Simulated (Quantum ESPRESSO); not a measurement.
# Dipole at the next field: 1T-HfO2, 1 layer

Method. Quantum ESPRESSO 7.5, PBEsol, GBRV ultrasoft; sawtooth field along the normal with dipole correction, ions clamped, threshold 1e-9 Ry; cell area 9.156 Å².

| field (V/Å) | dipole (e Å a cell) |
| --- | --- |
| 0 | 0.00000 |
| 0.1 | 0.01495 |
| 0.2 | 0.02988 |

To predict: What is the dipole at 0.4 V/Å, and what electrostatic thickness 4πα/A follows from the rows?

**Fit.** The slope is (0.02988 − (0.00000))/0.2 = 0.1494 e Å²/V, so 4πα/A = 180.95 × 0.1494/9.156 = 2.95 Å. Linear response gives p = 0.00000 + 0.1494 × (0.4) = 0.05976 e Å; a parabola through the three rows gives 0.05968.

**The withheld run.** p = 0.05979 e Å. The line misses by 0.1 % of the induced dipole and the parabola by 0.2 %. The response is linear over this range.

**Limits.** Electrons alone respond; local and semilocal functionals tend to overscreen.
